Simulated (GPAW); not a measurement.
**Collinear magnetic orders of MnGa7N8 (GaN32 Mn2 d4p50) with GPAW**

Aim: find out whether MnGa7N8 (GaN32 Mn2 d4p50) carries moments, and which collinear order costs least.

Program: GPAW 26.7.0. Level of theory: PBE; plane waves with GPAW's PAW setups, scalar-relativistic. Results are calculated unless marked as measured.

**1. The structure**

It takes space group P3m1 (No. 156, trigonal). Conventional cell: a = 6.378 Å, b = 6.378 Å, c = 10.370 Å, α = 90.00°, β = 90.00°, γ = 120.00°. Nearest to Mn lie 4 N at 1.95 Å. Nearest to N lie 1 Mn at 1.95 Å and 3 Ga at 1.95 Å. Nearest to Ga lie 4 N at 1.95 Å. Nearest to N lie 4 Ga at 1.95 Å. Ga has 4 N at 1.95 Å nearest. Nearest to N lie 4 Ga at 1.95 Å. substitutional dopants on the host's lattice, its constants typed without a cited source, atoms not relaxed. Farther neighbours and most contacts between anions are not listed.

The cell is a made-up one and need not be a known phase.

**2. Run 1 (ferro ++)**

The parallel start comes first: it fits the smallest cell, keeps the most symmetry and shows whether parallel moments form.

order1.py reads:

```python
import json
import numpy as np
from ase import Atoms
from ase.parallel import paropen, parprint
from gpaw import GPAW

atoms = Atoms(['Mn', 'N', 'Ga', 'N', 'Ga', 'N', 'Ga', 'N', 'Ga', 'N', 'Ga', 'N', 'Ga', 'N', 'Ga', 'N', 'Ga', 'N', 'Mn', 'N', 'Ga', 'N', 'Ga', 'N', 'Ga', 'N', 'Ga', 'N', 'Ga', 'N', 'Ga', 'N'],
    cell=[[6.378, 0.0, 0.0],
         [-3.189, 5.52351, 0.0],
         [0.0, 0.0, 10.37]],
    scaled_positions=[[0.0, 0.0, 0.0],
         [0.166667, 0.333333, 0.0615],
         [0.166667, 0.333333, 0.25],
         [0.0, 0.0, 0.3115],
         [0.0, 0.0, 0.5],
         [0.166667, 0.333333, 0.5615],
         [0.166667, 0.333333, 0.75],
         [0.0, 0.0, 0.8115],
         [0.0, 0.5, 0.0],
         [0.166667, 0.833333, 0.0615],
         [0.166667, 0.833333, 0.25],
         [0.0, 0.5, 0.3115],
         [0.0, 0.5, 0.5],
         [0.166667, 0.833333, 0.5615],
         [0.166667, 0.833333, 0.75],
         [0.0, 0.5, 0.8115],
         [0.5, 0.0, 0.0],
         [0.666667, 0.333333, 0.0615],
         [0.666667, 0.333333, 0.25],
         [0.5, 0.0, 0.3115],
         [0.5, 0.0, 0.5],
         [0.666667, 0.333333, 0.5615],
         [0.666667, 0.333333, 0.75],
         [0.5, 0.0, 0.8115],
         [0.5, 0.5, 0.0],
         [0.666667, 0.833333, 0.0615],
         [0.666667, 0.833333, 0.25],
         [0.5, 0.5, 0.3115],
         [0.5, 0.5, 0.5],
         [0.666667, 0.833333, 0.5615],
         [0.666667, 0.833333, 0.75],
         [0.5, 0.5, 0.8115]],
    pbc=True,
    magmoms=[4.5, 0.0, 0.0, 0.0, 0.0, 0.0, 0.0, 0.0, 0.0, 0.0, 0.0, 0.0, 0.0, 0.0, 0.0, 0.0, 0.0, 0.0, 4.5, 0.0, 0.0, 0.0, 0.0, 0.0, 0.0, 0.0, 0.0, 0.0, 0.0, 0.0, 0.0, 0.0])
atoms.calc = GPAW(mode={'name': 'pw', 'ecut': 600},
    xc='PBE',
    kpts={'size': (5, 5, 3), 'gamma': True},
    occupations={'name': 'fermi-dirac', 'width': 0.05},
    convergence={'density': 1e-05, 'energy': 1e-05},
    maxiter=200,
    mixer={'name': 'pulay', 'beta': 0.05, 'nmaxold': 6, 'weight': 50},
    symmetry={'tolerance': 1e-4},
    txt='order1.txt')
e = atoms.get_potential_energy(force_consistent=True)
res = {'free_energy': e, 'energy_sigma0': atoms.get_potential_energy(), 'fermi_energy': atoms.calc.get_fermi_level()}
res['moments'] = atoms.get_magnetic_moments().tolist()
res['total'] = atoms.get_magnetic_moment()
parprint('site moments (muB):', np.round(res['moments'], 3))
parprint(f"total moment: {res['total']:.3f} muB")
parprint(f'free energy: {e:.6f} eV')
atoms.calc.write('order1.gpw')
with paropen('results.json', 'w') as f:
    json.dump(res, f)
```

Command:

```bash
$ OMP_NUM_THREADS=1 mpirun -n 4 gpaw python order1.py > order1.log
```

Output:

```text
site moments (muB): [3.419e+00 3.000e-03 2.900e-02 1.000e-03 1.000e-03 4.000e-03 1.100e-02
 1.100e-02 2.800e-02 3.000e-03 2.900e-02 3.000e-03 1.000e-02 4.000e-03
 1.100e-02 3.000e-03 2.800e-02 1.600e-02 3.428e+00 3.000e-03 1.000e-02
 2.000e-03 2.000e-03 3.000e-03 2.800e-02 3.000e-03 2.900e-02 3.000e-03
 1.000e-02 4.000e-03 1.100e-02 3.000e-03]
total moment: 8.000 muB
free energy: -201.249522 eV

--- order1.txt ---
Input parameters:
  mode=PW(ecut=600),
  convergence={'density': 1e-05, 'energy': 1e-05},
  kpts=MonkhorstPack(size=(5, 5, 3), gamma=True),
  maxiter=200,
  mixer=Pulay(name='pulay', nmaxold=6, beta=0.05, weight=50, sigma=0.015, g_ss=None),
  occupations=Occupations(name='fermi-dirac', width=0.05),
  symmetry=Symmetry(tolerance=0.0001),
  xc=XC(name='PBE')

Diagonalizing LCAO Hamiltonian
Converting LCAO to pw mode

          Ga      Ga
         N       N
           NGa     NGa
          N       N
            N       N
         Ga      Ga
           Ga      Ga
         NGa     NGa
            Ga      Mn
          NN      NN

         Ga N    Ga N
           Mn      Ga

Atoms  # Å, Bohr magnetons
|    | symbol |         x |        y |        z |    initial magnetic moments |
|----|--------|-----------|----------|----------|-----------------------------|
|  0 |     Mn |  0.000000 | 0.000000 | 0.000000 | ( 0.0000,  0.0000,  4.5000) |
|  1 |      N |  0.000003 | 1.841168 | 0.637755 | ( 0.0000,  0.0000,  0.0000) |
|  2 |     Ga |  0.000003 | 1.841168 | 2.592500 | ( 0.0000,  0.0000,  0.0000) |
|  3 |      N |  0.000000 | 0.000000 | 3.230255 | ( 0.0000,  0.0000,  0.0000) |
|  4 |     Ga |  0.000000 | 0.000000 | 5.185000 | ( 0.0000,  0.0000,  0.0000) |
|  5 |      N |  0.000003 | 1.841168 | 5.822755 | ( 0.0000,  0.0000,  0.0000) |
|  6 |     Ga |  0.000003 | 1.841168 | 7.777500 | ( 0.0000,  0.0000,  0.0000) |
|  7 |      N |  0.000000 | 0.000000 | 8.415255 | ( 0.0000,  0.0000,  0.0000) |
|  8 |     Ga | -1.594500 | 2.761755 | 0.000000 | ( 0.0000,  0.0000,  0.0000) |
|  9 |      N | -1.594497 | 4.602923 | 0.637755 | ( 0.0000,  0.0000,  0.0000) |
| 10 |     Ga | -1.594497 | 4.602923 | 2.592500 | ( 0.0000,  0.0000,  0.0000) |
| 11 |      N | -1.594500 | 2.761755 | 3.230255 | ( 0.0000,  0.0000,  0.0000) |
| 12 |     Ga | -1.594500 | 2.761755 | 5.185000 | ( 0.0000,  0.0000,  0.0000) |
| 13 |      N | -1.594497 | 4.602923 | 5.822755 | ( 0.0000,  0.0000,  0.0000) |
| 14 |     Ga | -1.594497 | 4.602923 | 7.777500 | ( 0.0000,  0.0000,  0.0000) |
| 15 |      N | -1.594500 | 2.761755 | 8.415255 | ( 0.0000,  0.0000,  0.0000) |
| 16 |     Ga |  3.189000 | 0.000000 | 0.000000 | ( 0.0000,  0.0000,  0.0000) |
| 17 |      N |  3.189003 | 1.841168 | 0.637755 | ( 0.0000,  0.0000,  0.0000) |
| 18 |     Mn |  3.189003 | 1.841168 | 2.592500 | ( 0.0000,  0.0000,  4.5000) |
| 19 |      N |  3.189000 | 0.000000 | 3.230255 | ( 0.0000,  0.0000,  0.0000) |
| 20 |     Ga |  3.189000 | 0.000000 | 5.185000 | ( 0.0000,  0.0000,  0.0000) |
| 21 |      N |  3.189003 | 1.841168 | 5.822755 | ( 0.0000,  0.0000,  0.0000) |
| 22 |     Ga |  3.189003 | 1.841168 | 7.777500 | ( 0.0000,  0.0000,  0.0000) |
| 23 |      N |  3.189000 | 0.000000 | 8.415255 | ( 0.0000,  0.0000,  0.0000) |
| 24 |     Ga |  1.594500 | 2.761755 | 0.000000 | ( 0.0000,  0.0000,  0.0000) |
| 25 |      N |  1.594503 | 4.602923 | 0.637755 | ( 0.0000,  0.0000,  0.0000) |
| 26 |     Ga |  1.594503 | 4.602923 | 2.592500 | ( 0.0000,  0.0000,  0.0000) |
| 27 |      N |  1.594500 | 2.761755 | 3.230255 | ( 0.0000,  0.0000,  0.0000) |
| 28 |     Ga |  1.594500 | 2.761755 | 5.185000 | ( 0.0000,  0.0000,  0.0000) |
| 29 |      N |  1.594503 | 4.602923 | 5.822755 | ( 0.0000,  0.0000,  0.0000) |
| 30 |     Ga |  1.594503 | 4.602923 | 7.777500 | ( 0.0000,  0.0000,  0.0000) |
| 31 |      N |  1.594500 | 2.761755 | 8.415255 | ( 0.0000,  0.0000,  0.0000) |

Unit cell  # Å
| periodic |         x |        y |         z |   lengths |     angles |
|----------|-----------|----------|-----------|-----------|------------|
|      yes |  6.378000 | 0.000000 |  0.000000 |  6.378000 |  90.000000 |
|      yes | -3.189000 | 5.523510 |  0.000000 |  6.378000 |  90.000000 |
|      yes |  0.000000 | 0.000000 | 10.370000 | 10.370000 | 120.000000 |

Number of symmetries: 6

BZ-sampling:
  Number of BZ points: 75
  Number of IBZ points: 12

  Monkhorst-Pack size: [5, 5, 3]
  Monkhorst-Pack shift: [0, 0, 0]

K-points  # in reciprocal-cell coordinates
|     |                                coordinates |     weight |
|-----|--------------------------------------------|------------|
|   0 | (  0.00000000,   0.00000000,   0.00000000) | 0.01333333 |
|   1 | (  0.00000000,   0.00000000,   0.33333333) | 0.02666667 |
|   2 | (  0.20000000,   0.00000000,  -0.33333333) | 0.08000000 |
|   3 | (  0.20000000,   0.00000000,   0.00000000) | 0.08000000 |
|   4 | (  0.20000000,   0.00000000,   0.33333333) | 0.08000000 |
|   5 | (  0.40000000,  -0.20000000,   0.00000000) | 0.08000000 |
|   6 | (  0.40000000,  -0.20000000,   0.33333333) | 0.16000000 |
|   7 | (  0.40000000,   0.00000000,  -0.33333333) | 0.08000000 |
|   8 | (  0.40000000,   0.00000000,   0.00000000) | 0.08000000 |
|   9 | (  0.40000000,   0.00000000,   0.33333333) | 0.08000000 |
| ... |                                            |            |
|  11 | (  0.40000000,   0.40000000,   0.33333333) | 0.16000000 |

Plane wave coefficients: 12263
Cutoff: 600.0 eV

Spin-components: 2 (collinear spins)
Bands:           101
Projectors:      162
Spin-degeneracy: 1
Datatype:        complex128

Parallelization:
  kpt:    4
  domain: 1
  band:   1

Density:
  Valence electrons: 152.0
  Components: 2
  Grid points: [40 40 60]
  Charge: 0.0  # |e|

Potential:
  Grid points: [40 40 60]

species:
  Mn:
    name:    Manganese
    Z:       25.0
    valence: 15
    core:    10
    charge:  0.0  # [|e|]
    compensation charges:
      type: gauss
      rc: 0.38  # [Å]
      lmax: 2
    cutoffs:
      filter: 2.14  # [Å]
      core: 0.86  # [Å]
    projectors
    | kind |    occ | energy [eV] | rcut [Å] |
    |------|--------|-------------|----------|
    |   3s |  2.000 |     -85.859 |    1.275 |
    |   4s |  2.000 |      -5.106 |    1.275 |
    |   3p |  6.000 |     -54.597 |    1.281 |
    |   4p |  0.000 |      -1.371 |    1.281 |
    |   3d |  5.000 |      -6.771 |    1.138 |
    |    d |        |      20.441 |    1.138 |

    Using partial waves for Mn as LCAO basis

  N:
    name:    Nitrogen
    Z:       7.0
    valence: 5
    core:    2
    charge:  0.0  # [|e|]
    compensation charges:
      type: gauss
      rc: 0.18  # [Å]
      lmax: 2
    cutoffs:
      filter: 1.11  # [Å]
      core: 0.96  # [Å]
    projectors
    | kind |    occ | energy [eV] | rcut [Å] |
    |------|--------|-------------|----------|
    |   2s |  2.000 |     -18.583 |    0.603 |
    |   2p |  3.000 |      -7.089 |    0.529 |
    |    s |        |       8.629 |    0.603 |
    |    p |        |      20.123 |    0.529 |
    |    d |        |       0.000 |    0.577 |

    Using partial waves for N as LCAO basis

  Ga:
    name:    Gallium
    Z:       31.0
    valence: 3
    core:    28
    charge:  0.0  # [|e|]
    compensation charges:
      type: gauss
      rc: 0.37  # [Å]
      lmax: 2
    cutoffs:
      filter: 2.06  # [Å]
      core: 4.17  # [Å]
    projectors
    | kind |    occ | energy [eV] | rcut [Å] |
    |------|--------|-------------|----------|
    |   4s |  2.000 |      -8.945 |    1.164 |
    |   4p |  1.000 |      -2.580 |    1.164 |
    |    s |        |      18.266 |    1.164 |
    |    p |        |      24.631 |    1.164 |
    |    d |        |       0.000 |    1.164 |

    Using partial waves for Ga as LCAO basis

Reference energy: -827121.121619  # eV

eigensolver:
  PPCG
  Converge bands: occupied
  niter=2

density mixing:
  Pulay-Mixer
  Linear mixing parameters: 0.05
  Old densities: 6
  Fourier metric: weight=50, sigma=0.015

occupation numbers:
  Fermi-Dirac:
    width: 0.0500  # eV

poisson solver:
  ecut: 4800.0  # eV

xc functional:
  name: PBE with 2 nearest neighbor stencil

convergence criteria:
- Maximum integral of absolute [dens]ity change: 1e-05 electrons / valence electron
- Maximum [total energy] change in last 3 cyles: 1e-05 eV / valence electron
- Maximum integral of absolute [eigenst]ate change: 4e-08 eV^2 / valence electron
maximum number of iterations: 200

SCF iterations
|iter     |      energy | eigst |  dens |  magmom |
|---------|-------------|-------|-------|---------|
|iter:   1|       0s | -228.470680 | +0.15 |       |  +9.0156|
|iter:   2|      21s | -220.908522 | -1.02 | -0.62 |  +8.9648|
|iter:   3|      42s | -201.728494 | +0.26 | -0.67 |  +8.6537|
|iter:   4|      65s | -201.890383 | -1.27 | -1.09 |  +8.6512|
|iter:   5|      87s | -201.164310 | -1.43 | -1.11 |  +8.5071|
|iter:   6|     108s | -201.590018 | -1.83 | -1.24 |  +8.4350|
|iter:   7|     129s | -201.575972 | -3.29 | -1.27 |  +8.4331|
|iter:   8|     151s | -201.383810 | -1.24 | -1.27 |  +8.2445|
|iter:   9|     172s | -201.379473 | -2.44 | -1.52 |  +8.1630|
|iter:  10|     194s | -201.220563 | -1.96 | -1.64 |  +8.0363|
[... 14 iterations left out ...]
|iter:  25|     513s | -201.214463c| -7.44c| -4.10 |  +7.9999|
|iter:  26|     523s | -201.214463c| -7.81c| -4.17 |  +7.9999|
|iter:  27|     544s | -201.214464c| -7.32 | -4.22 |  +7.9999|
|iter:  28|     566s | -201.214464c| -7.96c| -4.39 |  +7.9999|
|iter:  29|     576s | -201.214464c| -8.11c| -4.56 |  +8.0000|
|iter:  30|     587s | -201.214465c| -8.39c| -4.68 |  +8.0000|
|iter:  31|     598s | -201.214465c| -8.08c| -4.73 |  +8.0000|
|iter:  32|     608s | -201.214466c| -8.44c| -4.90 |  +8.0000|
|iter:  33|     619s | -201.214466c| -7.96c| -4.99 |  +8.0000|
|iter:  34|     630s | -201.214466c| -8.51c| -5.14c|  +8.0000|

Converged in 34 steps
Energy contributions relative to reference atoms: (reference = -827121.121619)

Energy contributions:
  Kinetic:         501.148786
  Coulomb:        -437.246526
  Zero:              1.042412
  External:          0.000000
  Xc:             -266.124083
  Entropy:          -0.070111
  Spinorbit:         0.000000
  ----------------------------
  Free energy:    -201.249522
  Extrapolated:   -201.214466

dipole moment: (-79.868574, -99.528257, -114.295774)  # |e|*Ang

Total magnetic moment: (0.000000, 0.000000, 7.999996)

Local magnetic moments
|        x |        y |        z |
|----------|----------|----------|
| 0.000000 | 0.000000 | 3.418821 |  # Mn   0
| 0.000000 | 0.000000 | 0.002643 |  # N    1
| 0.000000 | 0.000000 | 0.028951 |  # Ga   2
| 0.000000 | 0.000000 | 0.001038 |  # N    3
| 0.000000 | 0.000000 | 0.001271 |  # Ga   4
| 0.000000 | 0.000000 | 0.004377 |  # N    5
| 0.000000 | 0.000000 | 0.010612 |  # Ga   6
| 0.000000 | 0.000000 | 0.011150 |  # N    7
| 0.000000 | 0.000000 | 0.028377 |  # Ga   8
| 0.000000 | 0.000000 | 0.002643 |  # N    9
| 0.000000 | 0.000000 | 0.028951 |  # Ga  10
| 0.000000 | 0.000000 | 0.002652 |  # N   11
| 0.000000 | 0.000000 | 0.010390 |  # Ga  12
| 0.000000 | 0.000000 | 0.004377 |  # N   13
| 0.000000 | 0.000000 | 0.010612 |  # Ga  14
| 0.000000 | 0.000000 | 0.002900 |  # N   15
[...]
| 0.000000 | 0.000000 | 0.001944 |  # Ga  22
| 0.000000 | 0.000000 | 0.002900 |  # N   23
| 0.000000 | 0.000000 | 0.028377 |  # Ga  24
| 0.000000 | 0.000000 | 0.002643 |  # N   25
| 0.000000 | 0.000000 | 0.028951 |  # Ga  26
| 0.000000 | 0.000000 | 0.002652 |  # N   27
| 0.000000 | 0.000000 | 0.010390 |  # Ga  28
| 0.000000 | 0.000000 | 0.004377 |  # N   29
| 0.000000 | 0.000000 | 0.010612 |  # Ga  30
| 0.000000 | 0.000000 | 0.002900 |  # N   31

Fermi level: 7.852
Eigenvalues  # (at kpt = [0.000, 0.000, 0.000])
| band index |      eig [eV] | occ [0-1] |      eig [eV] | occ [0-1] |
|------------|---------------|-----------|---------------|-----------|
|          0 |       -73.581 |     1.000 |       -69.721 |     1.000 |
|        ... |               |           |               |           |
|         67 |         5.574 |     1.000 |         5.715 |     1.000 |
|         68 |         5.574 |     1.000 |         5.716 |     1.000 |
|         69 |         5.638 |     1.000 |         5.967 |     1.000 |
|         70 |         6.008 |     1.000 |         6.176 |     1.000 |
|         71 |         6.008 |     1.000 |         6.176 |     1.000 |
|         72 |         6.323 |     1.000 |         8.628 |     0.000 |
|         73 |         6.324 |     1.000 |         9.082 |     0.000 |
|         74 |         6.370 |     1.000 |         9.083 |     0.000 |
|         75 |         6.370 |     1.000 |         9.306 |     0.000 |
|         76 |         7.271 |     1.000 |         9.308 |     0.000 |
|         77 |         8.010 |     0.040 |         9.447 |     0.000 |
|         78 |         8.095 |     0.008 |         9.896 |     0.000 |
|         79 |         8.095 |     0.008 |         9.897 |     0.000 |
|         80 |         8.183 |     0.001 |         9.920 |     0.000 |
|         81 |         8.184 |     0.001 |         9.921 |     0.000 |
|        ... |               |           |               |           |
|        100 |        13.146 |     0.000 |        13.442 |     0.000 |

No gap
No difference between direct/indirect transitions
```

Wall time 11 min (4 MPI ranks of Arm Neoverse V1, shared host); peak memory 2.4 GiB.

Spin moment in the augmentation sphere by element, in μB:

| element | atoms | mean | spread (r.m.s.) | least | largest |
| --- | --- | --- | --- | --- | --- |
| Mn | 2 | 3.42 | 0.00 | 3.42 | 3.43 |
| N | 16 | 0.00 | 0.00 | 0.00 | 0.02 |
| Ga | 14 | 0.02 | 0.01 | 0.00 | 0.03 |

The atoms farthest from the mean of their element:

| atom | x, y, z (Å) | spin moment in the augmentation sphere (μB) |
| --- | --- | --- |
| Ga5 | 0.00, 0.00, 5.18 | 0.00 |
| Ga23 | 3.19, 1.84, 7.78 | 0.00 |
| Ga11 | -1.59, 4.60, 2.59 | 0.03 |
| Ga3 | 0.00, 1.84, 2.59 | 0.03 |
| Ga27 | 1.59, 4.60, 2.59 | 0.03 |
| N18 | 3.19, 1.84, 0.64 | 0.02 |
| Ga17 | 3.19, 0.00, 0.00 | 0.03 |
| Ga9 | -1.59, 2.76, 0.00 | 0.03 |

Numbers from this step:

```yaml
magnetization: 8.000 μB
final_state: ferromagnetic
```

After 34 cycles the largest moment stands at 3.43 μB.

(Part 1 of 2 ends here.)

[Logs and program files are shortened in this print: banners, set-up blocks, solver, clock and traceback lines can be left out without a mark of their own.]

[Logs are printed without paths, hosts, clocks, repeated set-up lines and the standing remarks that a program may print on its own settings, such as how far it seeks lower states.]

[Hosts, paths, dates, database ids (printed as entryN), source tags and the programs' standing remarks are cut or masked in the printed files.]

[Where a cell is said to come from a database of computed structures, the database is the Materials Project.]
